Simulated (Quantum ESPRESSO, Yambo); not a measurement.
An input for Quantum ESPRESSO 7.5 (WSe2 (P6_3/mmc)):

```
&control
  calculation = 'bands'
  prefix = 'x'
  outdir = 'o'
  pseudo_dir = 'pseudo'
/
&system
  ibrav = 0
  nat = 6
  ntyp = 2
  ecutwfc = 104.0
  nbnd = 68
  force_symmorphic = .true.
/
&electrons
  conv_thr = 1e-9
  electron_maxstep = 80
  diago_full_acc = .true.
  diago_thr_init = 5e-6
/
ATOMIC_SPECIES
  W 183.84 W.upf
  Se 78.971 Se.upf
CELL_PARAMETERS angstrom
  3.2900000000 -0.0000000000 0.0000000000
  -1.6450000000 2.8492235785 0.0000000000
  0.0000000000 0.0000000000 12.9700000000
ATOMIC_POSITIONS crystal
  W 0.3333333333 0.6666666667 0.2500000000
  W 0.6666666667 0.3333333333 0.7500000000
  Se 0.3333333333 0.6666666667 0.6210000000
  Se 0.6666666667 0.3333333333 0.1210000000
  Se 0.3333333333 0.6666666667 0.8790000000
  Se 0.6666666667 0.3333333333 0.3790000000
K_POINTS crystal
  75
  0.00000000 0.00000000 0.00000000 1
  0.06250000 0.00000000 0.00000000 1
  0.12500000 0.00000000 0.00000000 1
  0.18750000 0.00000000 0.00000000 1
  0.25000000 0.00000000 0.00000000 1
  0.31250000 0.00000000 0.00000000 1
  0.37500000 0.00000000 0.00000000 1
  0.43750000 0.00000000 0.00000000 1
  0.50000000 0.00000000 0.00000000 1
  0.47916667 0.04166667 0.00000000 1
  0.45833333 0.08333333 0.00000000 1
  0.43750000 0.12500000 0.00000000 1
  0.41666666 0.16666666 0.00000000 1
  0.39583333 0.20833333 0.00000000 1
  0.37500000 0.25000000 0.00000000 1
  0.35416666 0.29166666 0.00000000 1
  0.33333333 0.33333333 0.00000000 1
  0.29166666 0.29166666 0.00000000 1
  0.25000000 0.25000000 0.00000000 1
  0.20833333 0.20833333 0.00000000 1
  0.16666666 0.16666666 0.00000000 1
  0.12500000 0.12500000 0.00000000 1
  0.08333333 0.08333333 0.00000000 1
  0.04166667 0.04166667 0.00000000 1
  0.00000000 0.00000000 0.00000000 1
  0.00000000 0.00000000 0.06250000 1
  0.00000000 0.00000000 0.12500000 1
  0.00000000 0.00000000 0.18750000 1
  0.00000000 0.00000000 0.25000000 1
  0.00000000 0.00000000 0.31250000 1
  0.00000000 0.00000000 0.37500000 1
  0.00000000 0.00000000 0.43750000 1
  0.00000000 0.00000000 0.50000000 1
  0.06250000 0.00000000 0.50000000 1
  0.12500000 0.00000000 0.50000000 1
  0.18750000 0.00000000 0.50000000 1
  0.25000000 0.00000000 0.50000000 1
  0.31250000 0.00000000 0.50000000 1
  0.37500000 0.00000000 0.50000000 1
  0.43750000 0.00000000 0.50000000 1
  0.50000000 0.00000000 0.50000000 1
  0.47916667 0.04166667 0.50000000 1
  0.45833333 0.08333333 0.50000000 1
  0.43750000 0.12500000 0.50000000 1
  0.41666666 0.16666666 0.50000000 1
  0.39583333 0.20833333 0.50000000 1
  0.37500000 0.25000000 0.50000000 1
  0.35416666 0.29166666 0.50000000 1
  0.33333333 0.33333333 0.50000000 1
  0.29166666 0.29166666 0.50000000 1
  0.25000000 0.25000000 0.50000000 1
  0.20833333 0.20833333 0.50000000 1
  0.16666666 0.16666666 0.50000000 1
  0.12500000 0.12500000 0.50000000 1
  0.08333333 0.08333333 0.50000000 1
  0.04166667 0.04166667 0.50000000 1
  0.00000000 0.00000000 0.50000000 1
  0.50000000 0.00000000 0.50000000 1
  0.50000000 0.00000000 0.43750000 1
  0.50000000 0.00000000 0.37500000 1
  0.50000000 0.00000000 0.31250000 1
  0.50000000 0.00000000 0.25000000 1
  0.50000000 0.00000000 0.18750000 1
  0.50000000 0.00000000 0.12500000 1
  0.50000000 0.00000000 0.06250000 1
  0.50000000 0.00000000 0.00000000 1
  0.33333333 0.33333333 0.50000000 1
  0.33333333 0.33333333 0.43750000 1
  0.33333333 0.33333333 0.37500000 1
  0.33333333 0.33333333 0.31250000 1
  0.33333333 0.33333333 0.25000000 1
  0.33333333 0.33333333 0.18750000 1
  0.33333333 0.33333333 0.12500000 1
  0.33333333 0.33333333 0.06250000 1
  0.33333333 0.33333333 0.00000000 1
```

The database entry behind the starting cell differs from later determinations by our own check (a about 0.2 % long), so it need not match the best structure at ambient conditions.

```sh
OMP_NUM_THREADS=1 mpirun -n 8 pw.x -nk 8 -in pw.in > pw.out
```

**Question.** How long will it take on 8 MPI ranks of Arm Neoverse V1, shared host, and how much memory?

It took 97 s; on shared hardware allow 49 s to 3.2 min. Peak host memory was 1.5 GiB.

[Paths, hosts, dates, memory and timing lines, banners, echoed tables and standing remarks are left out of the program output.]

[Logs are printed without paths, hosts, clocks, repeated set-up lines and the standing remarks that a program may print on its own settings, such as how far it seeks lower states.]

[Runs of the session that timed out or met a known fault of the program may be left out.]

[Hosts, paths, dates, database ids (printed as entryN), source tags and the programs' standing remarks are cut or masked in the printed files.]
